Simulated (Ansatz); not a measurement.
# Ba2MgAl2Sn2: relaxing a made-up structure

This structure for Ba2MgAl2Sn2 is made up. Its elements were placed in a known structure type with a cell scaled to their sizes. What cell does the guess relax to, and how far off was it?

Main program and level: Ansatz 0.2.0; DFT, PBE, plane-wave PAW, files of the set soft_1, scalar-relativistic, no spin, cell and ions relaxed at zero pressure; PAW set soft_1, in the first sound run; inputs show where later runs differ.

### Step 1. The structure

Symmetry: Immm, No. 71, orthorhombic system. The conventional cell has a = 4.374 Å, b = 4.882 Å, c = 19.748 Å, α = 90.00°, β = 90.00°, γ = 90.00°. Nearest to Ba lie 5 Sn at 3.41 to 3.56 Å and 2 Al at 3.46 Å. Nearest to Sn lie 2 Al at 2.66 Å and 5 Ba at 3.41 to 3.56 Å and 2 Mg at 3.63 Å. Nearest to Al lie 1 Al at 2.35 Å and 2 Sn at 2.66 Å and 2 Ba at 3.46 Å and 4 Mg at 3.48 Å. Mg has 8 Al at 3.48 Å and 4 Sn at 3.63 Å nearest. Farther neighbours are not listed.

Coordinates:

```cif
data_structure
_symmetry_space_group_name_H-M 'Immm'
_symmetry_Int_Tables_number 71
_cell_length_a 4.3740
_cell_length_b 4.8820
_cell_length_c 19.7480
_cell_angle_alpha 90.000
_cell_angle_beta 90.000
_cell_angle_gamma 90.000
_cell_volume 421.70
loop_
_atom_site_label
_atom_site_type_symbol
_atom_site_symmetry_multiplicity
_atom_site_Wyckoff_symbol
_atom_site_fract_x
_atom_site_fract_y
_atom_site_fract_z
_atom_site_occupancy
Ba1 Ba 4 i 0.50000 0.50000 0.68360 1
Sn1 Sn 4 i 0.50000 0.50000 0.86390 1
Al1 Al 4 j 0.00000 0.50000 0.94040 1
Mg1 Mg 2 b 0.50000 0.00000 0.00000 1
```

### Step 2. Relaxing cell and atoms

The guess takes its coordinates from another compound and its volume from a rule, so the cell and any free coordinates are relaxed together.

input.yaml

```yaml
crystal:
  lattice:
    - [-2.187, 2.441, 9.874]
    - [2.187, -2.441, 9.874]
    - [2.187, 2.441, -9.874]
  atoms:
    - { symbol: Ba, position: [0.1836, 0.1836, 0.0] }
    - { symbol: Ba, position: [0.8164, 0.8164, 0.0] }
    - { symbol: Sn, position: [0.3639, 0.3639, 0.0] }
    - { symbol: Sn, position: [0.6361, 0.6361, 0.0] }
    - { symbol: Al, position: [0.4404, 0.9404, 0.5] }
    - { symbol: Al, position: [0.5596, 0.0596, 0.5] }
    - { symbol: Mg, position: [0.0, 0.5, 0.5] }
kpoints:
  mp_grid: { grid: [8, 8, 8] }
scf:
  occupations: { method: fermi_dirac, width: 0.05 }
hamiltonian:
  xc: pbe
  pseudopotentials: { kind: paw, azcp: { folder: soft_1 } }
relax:
  f_tol: 0.015
  max_steps: 70
  cell: {}
output:
  forces: true
  stress: true
```

Run with:

```console
ansatz run input.yaml --threads 4 --pin off --max-ram 10240MiB --backend cpu --events-out ev --progress --plain --runs-dir out
```

Numbers of over 12 decimals in the logs are rounded to 6 here.

Log:

```text
basis.fft_grid_basis auto: the FFT boxes are laid along the combinations [[1, 0, 1], [0, 1, 1], [0, 0, 1]] of the cell's own vectors, 4.882, 4.374 and 10.404 Å long. The dense box has 36×30×72 points. Along the cell's own vectors, as sized, it would have 72×72×72, 4.80 times as many. Of the 8 symmetry operations that the crystal satisfies within crystal.symmetry.tolerance (time reversal apart; of a slab, those that k [...]
Engine: ansatz 0.2.0, x86_64-unknown-linux-gnu
Pseudopotentials: kind: paw
Pseudopotential: Ba, paw, valence charge 10, recommended cutoff 420 eV (normal), soft_1/Ba.paw.azcp
Pseudopotential: Sn, paw, valence charge 14, recommended cutoff 420 eV (normal), soft_1/Sn.paw.azcp
Pseudopotential: Al, paw, valence charge 3, recommended cutoff 420 eV (normal), soft_1/Al.paw.azcp
Pseudopotential: Mg, paw, valence charge 10, recommended cutoff 420 eV (normal), soft_1/Mg.paw.azcp
Functional definition: PBE
  parameter kappa = 0.804
  parameter beta = 0.066725
  exchange = pbe_x(kappa = kappa, mu = beta*pi^2/3)
  correlation = pbe_c(beta = beta)
Crystal: 7 atoms, lattice volume = 210.848 Å³
Basis set: ecut = 420 eV, 4103 PW (Γ), FFT grids on a1+a3, a2+a3, a3, exchange–correlation on 72×60×144 points (8 copies of the dense FFT grid, shifted against one another)
Bands: 39, of which v1, the nominal top of the filled ones, is band 32 counted from 1 (31 counted from 0)
Symmetry: 8 space group operations
Space group: Immm (ITA 71), of the structure as read, at distance tolerance 6.0e-5 Å
k-points: 95 of 512
Non-local potential: Ba, projectors of the file, l = 0: 3, l = 1: 2, l = 2: 2, l = 3: 2
Non-local potential: Sn, projectors of the file, l = 0: 2, l = 1: 2, l = 2: 2, l = 3: 1
Non-local potential: Al, projectors of the file, l = 0: 2, l = 1: 2, l = 2: 1
Non-local potential: Mg, projectors of the file, l = 0: 3, l = 1: 2, l = 2: 1
PAW form: soft (Blöchl's): semilocal exchange-correlation on the pseudo side does not see the compensation charge
PAW one-centre angular grid: Ba, 194 points (default); XC on 64 Gauss nodes
PAW one-centre angular grid: Sn, 590 points (default); XC on 64 Gauss nodes
PAW one-centre angular grid: Al, 110 points (default); XC on 64 Gauss nodes
PAW one-centre angular grid: Mg, 110 points (default); XC on 64 Gauss nodes
Initial density: superposition of atomic densities (chi_scale 0.1, normalization cell, long waves kept (reshape's long-wave potential 0.19 eV rms))
Initial wavefunctions: pseudopotential atomic-orbital guess
Functional: x = pbe(κ = 0.804, μ = 0.219515), c = pbe(β = 0.066725)
SCF iter   1: F=—  HF=-26951.855346 eV  |F-HF|=—  |Δ(HF+E_count)|=         —  Δρ=3.99e-2  dr2=2.88e1  ethr=3.10e-3  ⟨swp⟩=10.5  Hψ=21116  notcnv=0  defer=1
preconditioner: auto → Kerker (q_TF=auto, 2.237 Å⁻¹)  [metal: Δε(μ)=0.006 eV  Ē_g=13.120 eV  σ=0.050 eV  W_gap=0.03  n_scr=42 (ndim 8)  ℏωp=18.4 eV  f_vac=0.000  D(μ)=5.51/eV (n_scr^D=42)]
SCF iter   2: F=—  HF=-26949.319865 eV  |F-HF|=—  |Δ(HF+E_count)|=    2.54e0  Δρ=2.22e-2  dr2=9.24e0  ethr=3.10e-3  ⟨swp⟩=3.9  Hψ=8254  notcnv=0  defer=47
SCF iter   3: F=—  HF=-26948.141709 eV  |F-HF|=—  |Δ(HF+E_count)|=    1.18e0  Δρ=6.18e-3  dr2=5.42e-1  ethr=3.10e-3  ⟨swp⟩=4.3  Hψ=6769  notcnv=0  defer=40
SCF iter   4: F=—  HF=-26948.060397 eV  |F-HF|=—  |Δ(HF+E_count)|=   8.13e-2  Δρ=2.04e-3  dr2=2.27e-2  ethr=8.47e-4  ⟨swp⟩=4.4  Hψ=6100  notcnv=0  defer=22
SCF iter   5: F=—  HF=-26948.057513 eV  |F-HF|=—  |Δ(HF+E_count)|=   2.88e-3  Δρ=6.29e-4  dr2=3.14e-3  ethr=3.55e-5  ⟨swp⟩=2.6  Hψ=6953  notcnv=0  defer=19
SCF iter   6: F=—  HF=-26948.057282 eV  |F-HF|=—  |Δ(HF+E_count)|=   2.31e-4  Δρ=2.01e-4  dr2=2.77e-4  ethr=4.91e-6  ⟨swp⟩=2.1  Hψ=5603  notcnv=0  defer=17
SCF iter   7: F=—  HF=-26948.057286 eV  |F-HF|=—  |Δ(HF+E_count)|=   3.45e-6  Δρ=7.64e-5  dr2=7.94e-5  ethr=4.33e-7  ⟨swp⟩=2.6  Hψ=6259  notcnv=0  defer=17
SCF iter   8: F=—  HF=-26948.057291 eV  |F-HF|=—  |Δ(HF+E_count)|=   5.79e-6  Δρ=2.84e-5  dr2=5.48e-6  ethr=1.24e-7  ⟨swp⟩=2.1  Hψ=4544  notcnv=0  defer=17
SCF iter   9: F=—  HF=-26948.057291 eV  |F-HF|=—  |Δ(HF+E_count)|=   2.87e-7  Δρ=1.09e-5  dr2=3.02e-7  ethr=8.57e-9  ⟨swp⟩=2.0  Hψ=6754  notcnv=0  defer=17
SCF iter  10: F=-26948.057291 eV  HF=-26948.057291 eV  |F-HF|=5.84e-9  |Δ(HF+E_count)|=   1.48e-8  Δρ=2.88e-6  dr2=3.02e-8  ethr=1.56e-10  ⟨swp⟩=5.0  Hψ=13890  notcnv=0
SCF 1 converged in 10 iterations: F = -26948.057291 eV  dr2 = 3.02e-8
  greatest PAW one-centre occupation: 1.000 electrons in one spin orbital (limit 2), on the Mg atom at site 6 (counted from 0), in its partial waves of l = 0
relax step   1: F+E_penalty+E_count = -26948.05729103 eV  Δ(F+E_penalty+E_count) = +0.000e0 eV  max|allowed force component| = 4.544e-1 eV/Å  Δτ_max = 0.0000 Å  P = +3.812 GPa  Ω = 210.848 Å³  (10 SCF iters, dr2 threshold 1.00e-7 eV, accepted)
Crystal: 7 atoms, lattice volume = 230.486 Å³
Basis set: ecut = 420 eV, 4515 PW (Γ), FFT grids on a1+a3, a2+a3, a3, exchange–correlation on 72×60×144 points (8 copies of the dense FFT grid, shifted against one another)
Initial density: handed on by an earlier stage of this run
Initial wavefunctions: those handed on with the density
iter 1 solved again at ethr=1.11e-3 eV; its pass at ethr=3.10e-3 eV (dr2=7.10e-1 eV) is discarded
SCF iter   1: F=—  HF=-26948.413877 eV  |F-HF|=—  |Δ(HF+E_count)|=         —  Δρ=5.57e-3  dr2=7.00e-1  ethr=1.11e-3  ⟨swp⟩=1.0  Hψ=23474  notcnv=0
preconditioner: auto → Kerker (q_TF=auto, 2.204 Å⁻¹)  [metal: Δε(μ)=0.006 eV  Ē_g=8.658 eV  σ=0.050 eV  W_gap=0.03  n_scr=42 (ndim 8)  ℏωp=13.8 eV  f_vac=0.000  D(μ)=2.82/eV (n_scr^D=12)]
SCF iter   2: F=—  HF=-26948.367066 eV  |F-HF|=—  |Δ(HF+E_count)|=   4.68e-2  Δρ=3.59e-3  dr2=3.45e-1  ethr=1.09e-3  ⟨swp⟩=1.0  Hψ=3705  notcnv=0
SCF iter   3: F=—  HF=-26948.325589 eV  |F-HF|=—  |Δ(HF+E_count)|=   4.15e-2  Δρ=7.02e-4  dr2=2.73e-3  ethr=5.39e-4  ⟨swp⟩=3.0  Hψ=5155  notcnv=0
SCF iter   4: F=—  HF=-26948.325584 eV  |F-HF|=—  |Δ(HF+E_count)|=   4.48e-6  Δρ=2.99e-4  dr2=4.33e-4  ethr=4.27e-6  ⟨swp⟩=2.9  Hψ=7055  notcnv=0  defer=1
SCF iter   5: F=—  HF=-26948.325596 eV  |F-HF|=—  |Δ(HF+E_count)|=   1.21e-5  Δρ=9.21e-5  dr2=5.59e-5  ethr=6.76e-7  ⟨swp⟩=2.0  Hψ=6201  notcnv=0  defer=1
SCF iter   6: F=—  HF=-26948.325593 eV  |F-HF|=—  |Δ(HF+E_count)|=   2.86e-6  Δρ=2.95e-5  dr2=4.16e-6  ethr=8.74e-8  ⟨swp⟩=2.0  Hψ=6684  notcnv=0  defer=1
SCF iter   7: F=-26948.325594 eV  HF=-26948.325594 eV  |F-HF|=3.07e-7  |Δ(HF+E_count)|=   6.83e-7  Δρ=1.19e-5  dr2=5.79e-7  ethr=1.09e-9  ⟨swp⟩=5.0  Hψ=13880  notcnv=0
SCF 2 converged in 7 iterations: F = -26948.325594 eV  dr2 = 5.79e-7
[...]
SCF iter   1: F=—  HF=-26948.344371 eV  |F-HF|=—  |Δ(HF+E_count)|=         —  Δρ=1.55e-3  dr2=7.00e-2  ethr=1.11e-4  ⟨swp⟩=1.7  Hψ=17164  notcnv=0
preconditioner: auto → Kerker (q_TF=auto, 2.201 Å⁻¹)  [metal: Δε(μ)=0.014 eV  Ē_g=4.828 eV  σ=0.050 eV  W_gap=0.07  n_scr=42 (ndim 8)  ℏωp=10.9 eV  f_vac=0.000  D(μ)=2.82/eV (n_scr^D=12)]
SCF iter   2: F=—  HF=-26948.339508 eV  |F-HF|=—  |Δ(HF+E_count)|=   4.86e-3  Δρ=1.01e-3  dr2=3.23e-2  ethr=1.09e-4  ⟨swp⟩=1.0  Hψ=3706  notcnv=0
SCF iter   3: F=—  HF=-26948.335437 eV  |F-HF|=—  |Δ(HF+E_count)|=   4.07e-3  Δρ=2.66e-4  dr2=2.92e-4  ethr=5.05e-5  ⟨swp⟩=2.0  Hψ=4282  notcnv=0
SCF iter   4: F=—  HF=-26948.335500 eV  |F-HF|=—  |Δ(HF+E_count)|=   6.22e-5  Δρ=1.29e-4  dr2=7.92e-5  ethr=4.56e-7  ⟨swp⟩=2.1  Hψ=6807  notcnv=0
SCF iter   5: F=—  HF=-26948.335479 eV  |F-HF|=—  |Δ(HF+E_count)|=   2.04e-5  Δρ=4.80e-5  dr2=1.73e-5  ethr=1.24e-7  ⟨swp⟩=2.0  Hψ=4833  notcnv=0
SCF iter   6: F=—  HF=-26948.335480 eV  |F-HF|=—  |Δ(HF+E_count)|=   4.71e-7  Δρ=1.70e-5  dr2=7.39e-7  ethr=2.70e-8  ⟨swp⟩=2.4  Hψ=5777  notcnv=0
SCF iter   7: F=-26948.335480 eV  HF=-26948.335480 eV  |F-HF|=1.84e-8  |Δ(HF+E_count)|=   2.37e-7  Δρ=4.98e-6  dr2=8.93e-8  ethr=1.09e-9  ⟨swp⟩=4.3  Hψ=12975  notcnv=0
SCF 3 converged in 7 iterations: F = -26948.335480 eV  dr2 = 8.93e-8
relax step   3: F+E_penalty+E_count = -26948.33547997 eV  Δ(F+E_penalty+E_count) = -9.886e-3 eV  max|allowed force component| = 2.512e-2 eV/Å  Δτ_max = 0.0339 Å  P = +0.090 GPa  Ω = 232.246 Å³  energy of the carried Pulay correction = -1.873e-3 eV  (7 SCF iters, dr2 threshold 7.00e-7 eV, accepted)
[...]
relax step   4: F+E_penalty+E_count = -26948.33860403 eV  Δ(F+E_penalty+E_count) = -3.124e-3 eV  max|allowed force component| = 1.549e-2 eV/Å  Δτ_max = 0.0245 Å  P = +0.008 GPa  Ω = 233.774 Å³  energy of the carried Pulay correction = -2.000e-3 eV  (7 SCF iters, dr2 threshold 1.36e-7 eV, accepted)
[...]
relax step   5: F+E_penalty+E_count = -26948.33884755 eV  Δ(F+E_penalty+E_count) = -2.435e-4 eV  max|allowed force component| = 2.400e-2 eV/Å  Δτ_max = 0.0155 Å  P = +0.061 GPa  Ω = 233.818 Å³  energy of the carried Pulay correction = -2.004e-3 eV  (7 SCF iters, dr2 threshold 4.41e-8 eV, accepted)
[...]
relax step   6: F+E_penalty+E_count = -26948.33950736 eV  Δ(F+E_penalty+E_count) = -6.598e-4 eV  max|allowed force component| = 7.767e-3 eV/Å  Δτ_max = 0.0081 Å  P = -0.004 GPa  Ω = 234.341 Å³  energy of the carried Pulay correction = -2.047e-3 eV  (6 SCF iters, dr2 threshold 8.25e-8 eV, accepted)
Basis set: ecut = 420 eV, 4583 PW (Γ), FFT grids on a1+a3, a2+a3, a3, exchange–correlation on 72×64×144 points (8 copies of the dense FFT grid, shifted against one another)
Initial wavefunctions: pseudopotential atomic-orbital guess (no wavefunctions were taken with the density)
iter 1 solved again at ethr=1.76e-6 eV; its pass at ethr=3.10e-3 eV (dr2=1.13e-3 eV) is discarded
SCF iter   1: F=—  HF=-26948.340880 eV  |F-HF|=—  |Δ(HF+E_count)|=         —  Δρ=2.10e-4  dr2=3.71e-6  ethr=1.76e-6  ⟨swp⟩=3.4  Hψ=28929  notcnv=0
eigensolver tolerance schedule: the retry pair's looser diagonalisation over-reported the residual by 302.66 of it (diagonalisation noise at 0.21 of the residual, at the tolerance the schedule requests for it); recorded, not acted on — ethr = c·dr2/N_el stays at c = 1.0e-1
preconditioner: auto → Kerker (q_TF=auto, 2.198 Å⁻¹)  [metal: Δε(μ)=0.004 eV  Ē_g=4.787 eV  σ=0.050 eV  W_gap=0.02  n_scr=42 (ndim 8)  ℏωp=10.8 eV  f_vac=0.000  D(μ)=2.74/eV (n_scr^D=12)]
SCF iter   2: F=—  HF=-26948.341702 eV  |F-HF|=—  |Δ(HF+E_count)|=   8.22e-4  Δρ=1.06e-4  dr2=8.92e-7  ethr=5.79e-9  ⟨swp⟩=2.3  Hψ=6903  notcnv=0
SCF iter   3: F=—  HF=-26948.341979 eV  |F-HF|=—  |Δ(HF+E_count)|=   2.77e-4  Δρ=1.23e-5  dr2=2.56e-8  ethr=1.39e-9  ⟨swp⟩=2.0  Hψ=6817  notcnv=0
SCF iter   4: F=—  HF=-26948.341982 eV  |F-HF|=—  |Δ(HF+E_count)|=   3.53e-6  Δρ=1.23e-6  dr2=6.78e-9  ethr=4.01e-11  ⟨swp⟩=2.0  Hψ=6827  notcnv=0
SCF iter   5: F=—  HF=-26948.341982 eV  |F-HF|=—  |Δ(HF+E_count)|=   1.44e-9  Δρ=4.08e-7  dr2=2.46e-9  ethr=1.06e-11  ⟨swp⟩=2.4  Hψ=5365  notcnv=0
SCF iter   6: F=—  HF=-26948.341982 eV  |F-HF|=—  |Δ(HF+E_count)|=  1.56e-10  Δρ=1.21e-7  dr2=1.85e-10  ethr=3.85e-12  ⟨swp⟩=2.1  Hψ=4278  notcnv=0
SCF iter   7: F=-26948.341982 eV  HF=-26948.341982 eV  |F-HF|=1.09e-11  |Δ(HF+E_count)|=  7.28e-12  Δρ=5.68e-8  dr2=1.29e-11  ethr=1.00e-12  ⟨swp⟩=5.0  Hψ=13490  notcnv=0
SCF 7 converged in 7 iterations: F = -26948.341982 eV  dr2 = 1.29e-11
relax step   7: F+E_penalty+E_count = -26948.34198207 eV  Δ(F+E_penalty+E_count) = -2.475e-3 eV  max|allowed force component| = 7.589e-3 eV/Å  Δτ_max = 0.0000 Å  P = +0.002 GPa  Ω = 234.341 Å³  stress off target by 7.81e-3 GPa  SCF on the basis re-selected at this cell (its energy is not comparable with the rows above)  (7 SCF iters)
basis re-selected at this cell: Δ(F+E_penalty+E_count) = -2.475e-3 eV, ΔP = +0.007 GPa vs the last step (what re-selecting the basis moved, of the pressure what is left beyond the Pulay correction that the steps carried, after the strain that the cell walked since its last selection, with what the two solves' SCF thresholds leave and, on support functions, any second-order correction that the steps lacked; it is no measure of the basis error at this ecutwfc). The dense FFT grid was sized anew with the basis: this SCF ran on 36×32×72 points, the steps before it on 36×30×72, so part of this shift can come from that change (see relax.cell in the input reference). [rest of the remark cut]
SCF converged after 7 iterations
Free energy (F): -26948.341982 eV
Harris-Foulkes:  -26948.341982 eV  (|F-HF|=1.09e-11)
Internal energy: -26948.319482 eV  (E = F + TS)
E sigma→0 (E₀):  -26948.330732 eV
Entropy (-TS):   -0.022500 eV (-3.214 meV/atom)
Fermi energy:    7.186952 eV
--- Per-component energies (eV) ---
  E_band       = -725.461494
  E_kinetic    = 764.168778
  E_local      = -5381.357447  (includes V_loc(G=0)·N_el)
  E_nonlocal   = 693.194411
  E_hartree    = 2244.374781
  E_xc         = -745.065740
  E_vxc        = -503.003613  (∫ρ·V_xc dr)
  E_paw        = -20372.355261  (= ΣΔE_a)
  E_vpaw       = -787.213490  (= ΣTr[D̂ρ^β])
  E_aug_tail   = 0.000415  (compensation charges beyond the density's cutoff)
  E_ewald      = -4151.279420
  E_smearing   = -0.022500  (= −TS)
  E_closure    = 0.000000  (closes the sum)
  Σ components = -26948.341982   (vs F -26948.341982, Δ=0.00e0)
--- Forces (eV/Å), atoms counted from 1 ---
  atom   1  Ba     0.00000000     0.00000000    -0.00058618
  atom   2  Ba    -0.00000000     0.00000000     0.00058618
  atom   3  Sn    -0.00000000     0.00000000     0.00758947
  atom   4  Sn     0.00000000     0.00000000    -0.00758947
  atom   5  Al     0.00000000     0.00000000    -0.00364584
  atom   6  Al    -0.00000000     0.00000000     0.00364584
  atom   7  Mg     0.00000000     0.00000000    -0.00000000
  max |Σ_I F_I| component: 4.34e-19 eV/Å
--- Stress (GPa, compression-positive) ---
       -0.000199      -0.000000       0.000000
       -0.000000       0.007815       0.000000
        0.000000       0.000000      -0.000975
  P = ⅓ Tr σ = 0.0022 GPa (0.022 kbar)
--- Relaxed structure (6 steps of the walk, 6 accepted, 1 SCFs on fresh bases) ---
  F+E_penalty+E_count = -26948.34198207 eV   max|allowed force component| = 7.589e-3 eV/Å   (the final SCF, on the basis selected at the relaxed cell)
  cell:  # Å, volume = 234.3411 Å³
    - [-2.281053, 2.534624, 10.133037]
    - [2.281053, -2.534624, 10.133037]
    - [2.281053, 2.534624, -10.133037]
  atoms:
    - { symbol: Ba, position: [0.176915, 0.176915, 0] }
    - { symbol: Ba, position: [0.823085, 0.823085, 0] }
    - { symbol: Sn, position: [0.365630, 0.365630, 0] }
    - { symbol: Sn, position: [0.634370, 0.634370, 0] }
    - { symbol: Al, position: [0.439925, 0.939925, 0.500000] }
    - { symbol: Al, position: [0.560075, 0.060075, 0.500000] }
    - { symbol: Mg, position: [0, 0.500000, 0.500000] }
```

Wall time 60 s (4 threads of Intel Xeon Platinum 8375C at 2.90GHz (Ice Lake), shared host); peak memory 1.2 GiB.

The steps of the relaxation:

```csv
step,energy less that of the first step (eV),largest force component (eV/Å),pressure (GPa),volume (Å³)
1,0.0000,0.4544,3.81,210.85
2,-0.2683,0.1756,0.24,230.49
3,-0.2782,0.0251,0.09,232.25
4,-0.2813,0.0155,0.01,233.77
5,-0.2816,0.0240,0.06,233.82
6,-0.2822,0.0078,0.00,234.34
7*,-0.2847,0.0076,0.00,234.34
```

Relaxation steps marked * repeat the geometry before them on a plane-wave basis chosen anew for their cell, so energy and pressure can jump there.

The run keeps the 8 symmetry operations that it works with, so distortions that break them were not tested.

```csv
"conventional cell, symmetrised",before,after,change
a (Å),4.374,4.562,+4.3 %
b (Å),4.882,5.069,+3.8 %
c (Å),19.748,20.266,+2.6 %
volume (Å³/atom),30.12,33.48,+11.1 %
```

The atoms that moved most (Å, as changes of fractional coordinates times the final cell):

```csv
atom,dx,dy,dz,length
Ba1,0.000,0.000,-0.135,0.135
Ba2,0.000,0.000,0.135,0.135
Sn4,0.000,0.000,-0.035,0.035
Sn3,0.000,0.000,0.035,0.035
Al5,0.000,0.000,-0.010,0.010
Al6,0.000,0.000,0.010,0.010
```

Numbers from this step:

| Item | Value |
| --- | --- |
| free energy | -26948.3420 eV |
| energy at zero smearing | -26948.3307 eV |
| smearing term TS | 0.02250 eV |
| Fermi energy | 7.187 eV |
| electrons | 64 |
| symmetry operations | 8 |
| pressure | 0.002214 GPa |

The shortest distance of each pair, which need not be the same contact before and after:

```csv
pair,guess (Å),relaxed (Å)
Al–Al,2.354,2.435
Al–Sn,2.658,2.733
Al–Ba,3.458,3.469
Ba–Sn,3.409,3.517
Al–Mg,3.482,3.621
```

The relaxation ends with a largest force component of 0.0076 eV/Å and a pressure of 0.00 GPa.

(Part 1 of 2 ends here.)

[Logs are printed without paths, hosts, clocks, repeated set-up lines and the standing remarks that a program may print on its own settings, such as how far it seeks lower states.]

[Hosts, paths, dates, database ids (printed as entryN), source tags and the programs' standing remarks are cut or masked in the printed files.]
